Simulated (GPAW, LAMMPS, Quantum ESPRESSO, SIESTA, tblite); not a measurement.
## Amorphous carbon (150 atoms): runs against a plane-wave reference

Density of this cell: 1.74 g/cm³. The cell holds 150 atoms: 150 C. Its edges and angles: a = 11.985 Å, b = 11.985 Å, c = 11.985 Å, α = 90.0°, β = 90.0°, γ = 90.0°. 150 atoms (150 C) placed at random at 1.74 g/cm³, melted at 5500 K for 10 ps at fixed volume with the LCBOP (Los and Fasolino, Phys. Rev. B 68, 024107 (2003)). Quenched from 5500 K to 300 K at 100 K/ps and fixed volume, held 5 ps.

Geometry: as built.

The reference, a calculation:

* method: Kohn-Sham DFT, PBE, SSSP efficiency 1.3.0 pseudopotentials, plane waves (Quantum ESPRESSO 7.5); sssp-pbe-1.3.0-efficiency, cutoffs 45/360 Ry, Γ point
* r.m.s. force component: 1.623 eV/Å
* longest force: 7.232 eV/Å
* pressure: -10.65 GPa
* time: 3.4 min on 4 MPI ranks of Arm Neoverse V2, shared host
* CPU time: 14 min

**Question.** The same geometry is run in other programs. How far does each lie from the reference, and what does it cost?
- GPAW PBE, LCAO dzp, h 0.2 Å (GPAW 26.7.0; 2 MPI ranks)
- QE PBE, sssp-1.3.0-efficiency, 35/280 Ry (Quantum ESPRESSO 7.5; 4 MPI ranks)
- SIESTA PBE, DZP, shift 0.01 Ry, mesh 300 Ry (SIESTA 5.4.2; 4 MPI ranks)
- SIESTA PBE, DZP, shift 0.01 Ry, mesh 100 Ry (SIESTA 5.4.2; 4 MPI ranks)
- GPAW PBE, LCAO dzp, h 0.2 Å, other mixer settings (GPAW 26.7.0; 4 MPI ranks)
- SIESTA PBE, SZ, shift 0.01 Ry, mesh 300 Ry (SIESTA 5.4.2; 1 thread)
- GPAW PBE, LCAO szp(dzp), h 0.2 Å (GPAW 26.7.0; 2 MPI ranks)
- tblite GFN1-xTB (tblite 0.8.0; 1 thread)
- GPAW PBE, grid h 0.2 Å (GPAW 26.7.0; 4 MPI ranks)
- tblite GFN2-xTB (tblite 0.8.0; 1 thread)

Differences are against the plane-wave reference, forces as r.m.s. over components; share is that over the reference's r.m.s. force, slope the least-squares factor from reference forces to these. Total energies of different programs have different zeros and aren't compared.

```tsv
run	Δ force, r.m.s. (meV/Å)	share (%)	slope	Δ pressure (GPa)	cores	CPU time	memory (GiB)
reference	-	-	-	-	4	14 min	6.1
GPAW PBE, LCAO dzp, h 0.2 Å	152	9.34	1.008	-	2	7.5 min	2.1
QE PBE, sssp-1.3.0-efficiency, 35/280 Ry (coarse)	9.41	0.580	0.998	-2.34	4	10 min	4.2
SIESTA PBE, DZP, shift 0.01 Ry, mesh 300 Ry	221	13.6	1.014	5.07	4	8.3 min	2.2
SIESTA PBE, DZP, shift 0.01 Ry, mesh 100 Ry (coarse)	221	13.6	1.014	5.07	4	4.1 min	1.4
GPAW PBE, LCAO dzp, h 0.2 Å, other mixer settings	152	9.39	1.008	-	4	12 min	3.0
SIESTA PBE, SZ, shift 0.01 Ry, mesh 300 Ry (coarse)	826	50.9	1.057	24.1	1	1.8 min	0.72
GPAW PBE, LCAO szp(dzp), h 0.2 Å (coarse)	387	23.9	1.002	-	2	4.7 min	1.6
tblite GFN1-xTB	302	18.6	1.065	-5.59	1	4.3 s	0.14
GPAW PBE, grid h 0.2 Å	10.6	0.653	0.999	-	4	22 min	3.7
tblite GFN2-xTB	283	17.4	1.046	-8.00	1	12 s	0.15
```

Rows marked coarse were listed beforehand as settings not expected to be converged; some can still land near the reference.

CPU time is summed over cores on a shared host, where runs went side by side, so it is rough. Symmetry, cutoffs, thresholds, outputs and thread counts weren't matched or tuned between programs; memory under MPI is the largest rank's times the ranks.

PBE on plane waves or a grid with other potentials, cutoffs or grids, coarse settings apart, differs from the reference by 0.65 % (GPAW PBE, grid h 0.2 Å) of the r.m.s. force; this holds the reference's own error, so differences of a few per cent don't tell which side is nearer the exact PBE result. The PBE runs in local orbitals, coarse settings apart, differ by 9.3 % (GPAW PBE, LCAO dzp, h 0.2 Å) to 14 % (SIESTA PBE, DZP, shift 0.01 Ry, mesh 300 Ry); basis, grid and potentials can all enter. Tight binding differs by 17 % (tblite GFN2-xTB) to 19 % (tblite GFN1-xTB); it is another model, with fitted parameters of its own, and the xTB methods hold dispersion. Runs with settings chosen to be coarse differ by 0.58 % (QE PBE, sssp-1.3.0-efficiency, 35/280 Ry) to 51 % (SIESTA PBE, SZ, shift 0.01 Ry, mesh 300 Ry), their programs' other errors included. Periodic xTB results under one method name differ between programs and library versions. The network of bonds at the start is that of the classical potential that made the cell, and needn't be the one that DFT or experiment would give. The electronic-structure runs sample only Γ, in a cell whose shortest periodic width is 12 Å, which is coarse for a cell with partly filled levels.

[Logs are printed without paths, hosts, clocks, repeated set-up lines and the standing remarks that a program may print on its own settings, such as how far it seeks lower states.]

[Hosts, paths, dates, database ids (printed as entryN), source tags and the programs' standing remarks are cut or masked in the printed files.]
